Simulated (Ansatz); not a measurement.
In doubt: one-shot GW on d or f shells is unsure, so the values of those runs are not to be relied on.

Rows from a G0W0 calculation on BaNaCeSbO6 (F-43m) (Ansatz 0.2.0; G0W0 on PBE with a share 0.6 of exact exchange, plane waves, PAW; PAW set soft_1; 2×2×2 mesh, 637 empty bands, screening to 150 eV, PAW set soft_1 files), in eV. Spin-orbit coupling is left out.

```csv
row,k,band,start,Σx,Σc at the solution,Vxc
A,"(0.000, 0.000, -0.500)",v1,3.619,-26.179,2.972,-24.945
B,Γ,c2,13.419,-22.317,-7.407,-29.235
C,"(0.000, 0.000, -0.500)",c2,13.237,-21.264,-7.417,-28.139
D,"(0.000, 0.000, -0.500)",c1,12.927,-21.716,-6.618,-27.984
E,Γ,c1,13.192,-19.931,-7.060,-26.451
F,Γ,v1,4.023,-26.076,3.428,-24.515
```

**Question.** Work out each quasiparticle level and how far it moved.

The quasiparticle equation reads E = start + Σx + Σc(E) − Vxc.

```csv
row,E (eV),shift (eV)
A,5.357,+1.738
B,12.930,−0.489
C,12.695,−0.542
D,12.576,−0.351
E,12.652,−0.540
F,5.890,+1.867
```

Limits: not at the basis limit; f levels unsure; no spin polarisation; f levels unsure; no spin-orbit coupling; coarse k mesh.

[Paths, hosts, dates, memory and timing lines, banners, echoed tables and standing remarks are left out of the program output.]

[Logs are printed without paths, hosts, clocks, repeated set-up lines and the standing remarks that a program may print on its own settings, such as how far it seeks lower states.]

[Runs of the session that timed out or met a known fault of the program may be left out.]

[Cells called generated may have been cut or substituted from an entry of the Crystallography Open Database or the Materials Project.]

[Hosts, paths, dates, database ids (printed as entryN), source tags and the programs' standing remarks are cut or masked in the printed files.]
